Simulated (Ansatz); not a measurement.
# Relaxing C(111) slab, H on both faces (288 atoms), part 2 of 2

Wanted: the relaxed structure of C(111) slab, H on both faces (288 atoms) and its electronic structure.

Ansatz 0.2.0; Kohn-Sham DFT, PBE+D4, PAW (set soft_2), plane waves.

The cell: 256 C and 32 H. Sampling is at Γ alone, for a cell whose shortest periodic width is 9 Å.

So far. Step 3 (Relaxation): The relaxation changed the energy by -26.1 meV/atom, and atoms moved by 0.042 Å r.m.s., 0.12 Å at most.

## (5) Single point at the relaxed geometry

The electronic structure is read at the final geometry, in a run of its own.

input.yaml reads:

```yaml
crystal:
  lattice:
    - [10.089, 0.0, 0.0]
    - [-5.0445, 8.73733, 0.0]
    - [0.0, 0.0, 29.11071]
  atoms:
    - { symbol: C, position: [0.33341, 0.9166, 0.26194] }
    - { symbol: C, position: [0.25008, 0.99993, 0.24533] }
    - { symbol: C, position: [0.16674, 0.83326, 0.33262] }
    - { symbol: C, position: [0.33341, 0.91659, 0.31512] }
    - { symbol: C, position: [0.25008, 0.99993, 0.40306] }
    - { symbol: C, position: [0.16675, 0.83326, 0.38553] }
    - { symbol: C, position: [0.33341, 0.9166, 0.4735] }
    - { symbol: C, position: [0.25008, 0.99993, 0.45596] }
    - { symbol: C, position: [0.16675, 0.83327, 0.54394] }
    - { symbol: C, position: [0.33341, 0.9166, 0.5264] }
    - { symbol: C, position: [0.25008, 0.99994, 0.61437] }
    - { symbol: C, position: [0.16675, 0.83327, 0.59684] }
    - { symbol: C, position: [0.33342, 0.91661, 0.68479] }
    - { symbol: C, position: [0.25009, 0.99994, 0.66728] }
    - { symbol: C, position: [0.16675, 0.83328, 0.75458] }
    - { symbol: C, position: [0.33342, 0.91661, 0.73796] }
    - { symbol: C, position: [0.33341, 0.6666, 0.26194] }
    - { symbol: C, position: [0.25008, 0.74993, 0.24533] }
    - { symbol: C, position: [0.16675, 0.58326, 0.33262] }
    - { symbol: C, position: [0.33341, 0.6666, 0.31512] }
    - { symbol: C, position: [0.25008, 0.74993, 0.40306] }
    - { symbol: C, position: [0.16675, 0.58326, 0.38553] }
    - { symbol: C, position: [0.33341, 0.6666, 0.4735] }
    - { symbol: C, position: [0.25008, 0.74993, 0.45596] }
    - { symbol: C, position: [0.16675, 0.58327, 0.54394] }
    - { symbol: C, position: [0.33342, 0.66661, 0.5264] }
    - { symbol: C, position: [0.25009, 0.74994, 0.61437] }
    - { symbol: C, position: [0.16675, 0.58328, 0.59684] }
    - { symbol: C, position: [0.33342, 0.66661, 0.68479] }
    - { symbol: C, position: [0.25009, 0.74995, 0.66729] }
    - { symbol: C, position: [0.16675, 0.58328, 0.75458] }
    - { symbol: C, position: [0.33342, 0.66661, 0.73796] }
    [... 250 atom lines left out ...]
    - { symbol: H, position: [0.75008, 0.24992, 0.20723] }
    - { symbol: H, position: [0.66676, 0.08329, 0.79268] }
    - { symbol: H, position: [9.0e-05, 0.49994, 0.20723] }
    - { symbol: H, position: [0.91675, 0.33327, 0.79268] }
    - { symbol: H, position: [8.0e-05, 0.24993, 0.20723] }
    - { symbol: H, position: [0.91676, 0.08328, 0.79268] }
kpoints:
  mp_grid: { grid: [1, 1, 1] }
hamiltonian:
  xc: pbe
  dispersion: d4
scf:
  occupations: { method: fixed }
output:
  forces: true
  populations: true
  dos:
    method: { smearing: { sigma: 0.08 } }
    de: 0.1
    projected:
      site_lists:
        C: [C]
        H: [H]
        hydrogen: [256, 257, 258, 259, 260, 261, 262, 263, 264, 265, 266, 267, 268, 269, 270, 271, 272, 273, 274, 275, 276, 277, 278, 279, 280, 281, 282, 283, 284, 285, 286, 287]
  eigenvalues: true
  write_density: true
  write_potential: true
  volumetric_format: npy
  elf: true
```

Launch:

```sh
ansatz run input.yaml --threads 4 --pin off --max-ram 8192MiB --backend cpu --events-out ev --progress --plain --runs-dir out
```

Numbers of over 12 decimals in the logs are rounded to 6 here.

The program printed:

```text
Warning: at least one further symmetry operation maps every atom of the structure, as the run holds it, onto an atom to within 2.22e-5 (fractional), and is not used: no operation is sought that the atoms, as the run holds them, miss by more than 2.00e-5, twice crystal.symmetry.tolerance (1.0e-5). [...]
[...]
Crystal: 288 atoms, lattice volume = 2566.136 Å³
Basis set: ecut = 420 eV, 50053 PW (Γ), exchange–correlation on 144×144×400 points (8 copies of the dense FFT grid, shifted against one another)
Bands: 816, of which v1, the nominal top of the filled ones, is band 528 counted from 1 (527 counted from 0)
Symmetry: 1 space group operations
[...]
k-points: 1
[...]
SCF iter   1: F=—  HF=-64769.035465 eV  |F-HF|=—  |Δ(HF+E_count)|=         —  Δρ=3.25e-3  dr2=1.61e0  ethr=1.77e-3  ⟨swp⟩=6.0  Hψ=4014  notcnv=0  defer=286
[...]
SCF iter   8: F=-64768.784959 eV  HF=-64768.784959 eV  |F-HF|=1.69e-8  |Δ(HF+E_count)|=   2.22e-7  Δρ=1.50e-6  dr2=7.00e-8  ethr=9.47e-12  ⟨swp⟩=31.0  Hψ=11874  notcnv=0
SCF 1 converged in 8 iterations: F = -64768.784959 eV  dr2 = 7.00e-8
[...]
WARN: The output density's exchange-correlation potential varies sharply where the density is thin. Do not read a vacuum level from v_tot or v_xc, or from such a field of the output density. On a cell that repeats whose density bears no net charge and no dipole along the vacuum's axis use v_es (v_loc + v_h of the components); [...]
SCF converged after 8 iterations
Free energy (F): -64768.784959 eV
[...]
Internal energy: -64768.784959 eV  (E = F + TS)
E sigma→0 (E₀):  -64768.784959 eV
Fermi energy:    6.147612 eV
[...]
--- Forces (eV/Å), atoms counted from 1 ---
  atom   1  C      0.00218198    -0.00195181     0.00680505
  atom   2  C     -0.00164864    -0.00031006    -0.00734138
  atom   3  C      0.00108331     0.00108346     0.00221743
  atom   4  C     -0.00173622     0.00195304    -0.00497106
  atom   5  C      0.00049600    -0.00053246     0.00092652
  atom   6  C     -0.00292838     0.00104617     0.00046954
  atom   7  C      0.00119349    -0.00022357     0.00299360
  atom   8  C     -0.00181053     0.00077229    -0.00123058
  atom   9  C      0.00033710    -0.00113588     0.00149695
  atom  10  C      0.00196246     0.00131996    -0.00299016
  atom  11  C      0.00226490    -0.00091718     0.00111783
  atom  12  C     -0.00026377     0.00081719    -0.00000396
  atom  13  C      0.00122648     0.00082710    -0.00505214
  atom  14  C     -0.00244120     0.00068448     0.00484843
[...]
atom 287  H     -0.00004443     0.00000857     0.00157524
  atom 288  H     -0.00003971    -0.00005582    -0.00264128
  max |Σ_I F_I| component: 1.06e-5 eV/Å
--- Band table (eV) ---
[...]
--- Löwdin populations: 288 sites ---
  site symbol       q [e]
     0      C      3.9612
     1      C      4.1297
     2      C      3.9871
[...]
287      H      0.8538
  spilling = 0.004126 (of n_electrons = 1056.000000)
```

It took 2.5 min on 4 threads of Arm Neoverse V1, shared host; peak memory 4.6 GiB; 9.9 min of CPU time.

The program notes that the atoms just miss a symmetry operation and the exchange-correlation potential is rough where the density is thin.

The run gave:

* free energy: -64768.7850 eV
* free energy per atom: -224.8916 eV/atom
* SCF cycles: 8
* r.m.s. force component: 0.00257 eV/Å
* longest force: 0.00855 eV/Å
* Fermi energy: 6.148 eV
* gap (highest filled to lowest empty level): 2.627 eV
* potential in mid-vacuum, over the Fermi level: 3.473 eV
* potential 4.5 Å over the upper face: 3.473 eV
* potential 4.5 Å under the lower face: 3.477 eV
* spilling of the projection: 0.004126

Löwdin charges by element (they lack the spilled electrons, 0.015 e an atom on average):

| element | coordination | atoms | mean charge (e) | spread | least | most |
| --- | --- | --- | --- | --- | --- | --- |
| C | all | 256 | -0.0013 | 0.0492 | -0.130 | 0.0388 |
| H | all | 32 | 0.146 | 0 | 0.146 | 0.146 |

By region:

| region | atoms | mean length of the force (eV/Å) |
| --- | --- | --- |
| slab | 256 | 0.004 |
| hydrogen | 32 | 0.002 |

States in the cell by windows of 1 eV, zero at the Fermi level; the larger projections on atomic orbitals stand beside the total:

| from (eV) | to (eV) | total | C p | C s |
| --- | --- | --- | --- | --- |
| -18 | -17 | 13.5 | 5.1 | 7.9 |
| -17 | -16 | 49.2 | 20.6 | 27.8 |
| -16 | -15 | 49.9 | 19.0 | 30.2 |
| -15 | -14 | 40.8 | 17.3 | 22.6 |
| -14 | -13 | 32.1 | 16.2 | 15.0 |
| -13 | -12 | 31.1 | 18.6 | 11.6 |
| -12 | -11 | 55.3 | 35.1 | 18.8 |
| -11 | -10 | 62.8 | 42.5 | 18.6 |
| -10 | -9 | 35.6 | 24.8 | 9.1 |
| -9 | -8 | 49.6 | 41.3 | 7.0 |
| -8 | -7 | 96.4 | 82.3 | 10.4 |
| -7 | -6 | 105.8 | 90.5 | 11.6 |
| -6 | -5 | 59.8 | 53.7 | 3.7 |
| -5 | -4 | 126.1 | 116.0 | 5.1 |
| -4 | -3 | 72.7 | 68.5 | 1.2 |
| -3 | -2 | 57.7 | 55.7 | 0.6 |
| -2 | -1 | 43.8 | 42.6 | 0.4 |
| -1 | 0 | 10.9 | 10.6 | 0.0 |
| 0 | 1 | 3.1 | 3.1 | 0.0 |
| 1 | 2 | 0.0 | 0.0 | 0.0 |
| 2 | 3 | 4.0 | 0.5 | 0.1 |
| 3 | 4 | 2.3 | 0.4 | 0.2 |
| 4 | 5 | 41.4 | 12.6 | 8.7 |

The curve was stored every 0.100 eV, coarse against its broadening of 0.08 eV, so these counts are rough.

With fixed occupations the program's Fermi level is the highest filled level; weight inside the gap is the broadening of levels at its edges.

Between -22 and -18 eV lie 60 more states.

The levels nearest the highest filled one (over half full), pooled over k-points and spins:

| level less the highest filled one (eV) | occupation |
| --- | --- |
| -0.831 | 2 |
| -0.356 | 2 |
| -0.351 | 2 |
| -0.351 | 2 |
| -2.0e-4 | 2 |
| 0 | 2 |
| 2.63 | 0 |
| 2.71 | 0 |
| 4.02 | 0 |
| 4.02 | 0 |
| 4.02 | 0 |
| 4.02 | 0 |

Planar average of the electrostatic potential energy along the normal, with the Fermi level as zero, after a running mean with a triangular window 4 Å wide at its base:

| height (Å) | potential energy (eV) |
| --- | --- |
| 0.0 | 3.48 |
| 0.9 | 3.48 |
| 1.6 | 3.47 |
| 2.5 | 3.47 |
| 3.3 | 3.45 |
| 4.1 | 3.27 |
| 4.9 | 2.26 |
| 5.8 | -1.57 |
| 6.5 | -6.16 |
| 7.4 | -10.31 |
| 8.3 | -11.08 |
| 9.2 | -11.11 |
| 9.9 | -11.10 |
| 10.8 | -11.11 |
| 11.6 | -11.12 |
| 12.4 | -11.12 |
| 13.2 | -11.12 |
| 14.1 | -11.12 |
| 14.8 | -11.12 |
| 15.7 | -11.12 |
| 16.6 | -11.12 |
| 17.3 | -11.12 |
| 18.2 | -11.11 |
| 19.1 | -11.10 |
| 19.8 | -11.10 |
| 20.7 | -11.09 |
| 21.5 | -10.62 |
| 22.4 | -7.01 |
| 23.1 | -2.48 |
| 24.0 | 1.90 |
| 24.9 | 3.17 |
| 25.6 | 3.44 |
| 26.5 | 3.47 |
| 27.4 | 3.47 |
| 28.1 | 3.48 |
| 29.0 | 3.48 |

ELF in the ca plane at fractional y = 0.083, with atoms of C and H within 0.2 Å of it. It is the smooth field of the valence electrons, not physical close to the nuclei.

Values in units of 1e-1, 13 rows by 16 columns, each cell a mean:
```
1.4 0.9 4.6 5.9 5.4 3.7 1.4 1.1 4.4 6.2 9.6 4.6 0.1 0.0 0.0 0.0
2.8 2.2 5.3 5.7 5.6 3.9 2.7 2.3 5.0 6.1 7.9 3.3 0.1 0.0 0.0 0.0
6.9 5.4 5.1 3.1 4.4 4.5 6.7 5.7 4.9 3.6 1.6 0.3 0.0 0.0 0.0 0.0
2.8 1.9 5.0 5.7 5.8 4.1 2.6 2.1 4.8 6.1 8.2 3.5 0.1 0.0 0.0 0.0
1.6 1.2 4.8 5.9 5.2 3.5 1.5 1.3 4.6 6.2 9.2 4.5 0.1 0.0 0.0 0.0
6.7 5.2 5.2 3.4 4.6 4.5 6.4 5.4 5.0 3.9 2.1 0.5 0.0 0.0 0.0 0.0
4.2 3.0 5.3 5.1 5.8 4.4 4.0 3.2 5.1 5.6 6.3 2.3 0.1 0.0 0.0 0.0
0.9 0.7 4.4 5.9 4.9 3.4 0.9 0.8 4.2 6.1 9.8 5.1 0.1 0.0 0.0 0.0
5.7 4.4 5.4 4.2 5.2 4.4 5.5 4.6 5.2 4.8 3.9 1.1 0.0 0.0 0.0 0.0
5.6 4.2 5.3 4.2 5.3 4.5 5.4 4.4 5.1 4.8 4.1 1.2 0.0 0.0 0.0 0.0
1.0 0.7 4.3 5.9 5.0 3.5 0.9 0.8 4.1 6.0 9.8 5.1 0.1 0.0 0.0 0.0
4.3 3.3 5.5 5.1 5.6 4.2 4.1 3.5 5.2 5.6 6.1 2.2 0.1 0.0 0.0 0.0
6.7 5.2 5.2 3.3 4.6 4.6 6.5 5.5 5.0 3.9 2.1 0.4 0.0 0.0 0.0 0.0
```
Columns run along c (16.0 Å, from fractional 0.45 to 1.00 of the cell), rows up along a (10.1 Å). Atoms in or near the plane, at fractional coordinates: C at (0.54, 0.17), C at (0.60, 0.17), C at (0.75, 0.17), C at (0.54, 0.42), C at (0.60, 0.42), C at (0.75, 0.42), C at (0.54, 0.67), C at (0.60, 0.67), C at (0.75, 0.67), C at (0.54, 0.92), C at (0.60, 0.92), C at (0.75, 0.92), H at (0.79, 0.17), H at (0.79, 0.42) and more.

Valence density in the ca plane at fractional y = 0.083, with atoms of C and H within 0.2 Å of it. It is the smooth field of the valence electrons, not physical close to the nuclei.

Ten even steps from '0' (0.0 e/Å³) to '9' (1.9 e/Å³):
```
11211114774457741112211125864310000000000000000
00100015998789941001000126998851000000000000000
00110015998789841001100126997751000000000000000
12221124764347731112221125763210000000000000000
24642224431123532125642234421100000000000000000
36863224421013432247853234320000000000000000000
25642124431123442235642124421000000000000000000
12221114764346741112211125753210000000000000000
01110015897689941001100126987741000000000000000
00000015998799841000000127998861000000000000000
11211125875457741011211126874320000000000000000
23542124542124532124532124531100000000000000000
36863224421013432237853234320000000000000000000
35753224421113432236742224421000000000000000000
12321124653235642113321125642110000000000000000
01110015886679841001110126986531000000000000000
00000015999899841000000127998961000000000000000
01110115886568841001110126975431000000000000000
13432124642235531123431125642100000000000000000
35763224421113432236752234421000000000000000000
36863224421013432237852224421000000000000000000
23431124542225542123421124532100000000000000000
01110014885568841011110126875420000000000000000
00000015999899941000000126998961000000000000000
01110015997679841001110126987641000000000000000
12321124653236631112321125753110000000000000000
25753224431113432235742234421000000000000000000
36863224421013432247853234320000000000000000000
24542124532124542124532124531100000000000000000
```
Columns run along c (16.0 Å, from fractional 0.45 to 1.00 of the cell), rows up along a (10.1 Å). Atoms in or near the plane, at fractional coordinates: C at (0.54, 0.17), C at (0.60, 0.17), C at (0.75, 0.17), C at (0.54, 0.42), C at (0.60, 0.42), C at (0.75, 0.42), C at (0.54, 0.67), C at (0.60, 0.67), C at (0.75, 0.67), C at (0.54, 0.92), C at (0.60, 0.92), C at (0.75, 0.92), H at (0.79, 0.17), H at (0.79, 0.42) and more.

Mean Löwdin charges: C -0.00, H +0.15 e (they miss 0.41 % of the electrons, so they add up to more than the cell's charge). Charges this small depend on the projection, at times even in sign. The potential stands 3.47 eV above the highest filled level over the upper face and 3.48 eV under the lower one, a reading of the ionisation potential at this level on the run's k-points.

The surroundings of C2, whose charge lies farthest from its element's mean, nearest first, numbered as they follow in the input and with coordinates relative to it.

| atom | x | y | z | distance (Å) | bonds | Löwdin charge (e) |
| --- | --- | --- | --- | --- | --- | --- |
| C2 | 0.00 | 0.00 | 0.00 | 0.00 | 4 | -0.13 |
| H257 | 0.00 | 0.00 | -1.11 | 1.11 | 1 | 0.15 |
| C97 | 0.00 | 1.46 | 0.48 | 1.53 | 4 | 0.04 |
| C1 | 1.26 | -0.73 | 0.48 | 1.53 | 4 | 0.04 |
| C145 | -1.26 | -0.73 | 0.48 | 1.53 | 4 | 0.04 |
| C100 | 0.00 | 1.46 | 2.03 | 2.50 | 4 | 0.01 |
| C4 | 1.26 | -0.73 | 2.03 | 2.50 | 4 | 0.01 |
| C148 | -1.26 | -0.73 | 2.03 | 2.50 | 4 | 0.01 |
| C162 | 1.26 | 2.18 | 0.00 | 2.52 | 4 | -0.13 |
| C18 | 1.26 | -2.18 | 0.00 | 2.52 | 4 | -0.13 |
| C98 | -1.26 | 2.18 | 0.00 | 2.52 | 4 | -0.13 |
| C194 | -1.26 | -2.18 | 0.00 | 2.52 | 4 | -0.13 |
| C34 | 2.52 | 0.00 | 0.00 | 2.52 | 4 | -0.13 |
| C146 | -2.52 | 0.00 | 0.00 | 2.52 | 4 | -0.13 |

The column of bonds counts only the pairs C-C within 1.85 Å, C-H within 1.34 Å; other neighbours, such as metal atoms beside each other in a compound, aren't counted, and periodic images can show an atom twice.

## (6) Results

| Item | Value |
| --- | --- |
| energy change in the relaxation | -26.12 meV/atom |
| r.m.s. displacement | 0.042 Å |
| largest displacement | 0.115 Å |
| free energy per atom | -224.8916 eV/atom |
| r.m.s. force component | 0.00257 eV/Å |
| gap (highest filled to lowest empty level) | 2.627 eV |
| potential in mid-vacuum, over the Fermi level | 3.473 eV |
| wall time of the 3 DFT runs | 9.5 min |

Relaxation lowers the energy by 26.1 meV/atom and moves atoms by 0.042 Å r.m.s.; the r.m.s. force component goes from 1.00 to 0.0026 eV/Å, and the gap from 2.46 to 2.63 eV. By the final cutoffs no bond was broken or made. The r.m.s. move is of the size of the random displacements put into the start (0.035 Å r.m.s. in three dimensions). From the first step to the last the energy fell by 7.522 eV, and the largest move was 0.12 Å (C159). Judged within 0.08 Å, the space group went from P1 to P-3m1. The C-H bonds change most in mean length: from 1.092 Å (spread 0.030) to 1.109 Å (spread 0.000). Counting bonds as in the table, all C atoms have 4 and all H atoms have 1 bonded neighbour. The highest filled and lowest empty levels differ by 2.63 eV at Γ alone; the mesh holds the band edges only if they fold onto it, so the gap at this level can be narrower or closed, and states at the surface or the caps may set it. The potential stands 3.47 eV above the highest filled level over the upper face and 3.48 eV under the lower one, a reading of the ionisation potential at this level on the run's k-points.

[Logs are printed without paths, hosts, clocks, repeated set-up lines and the standing remarks that a program may print on its own settings, such as how far it seeks lower states.]

[Hosts, paths, dates, database ids (printed as entryN), source tags and the programs' standing remarks are cut or masked in the printed files.]
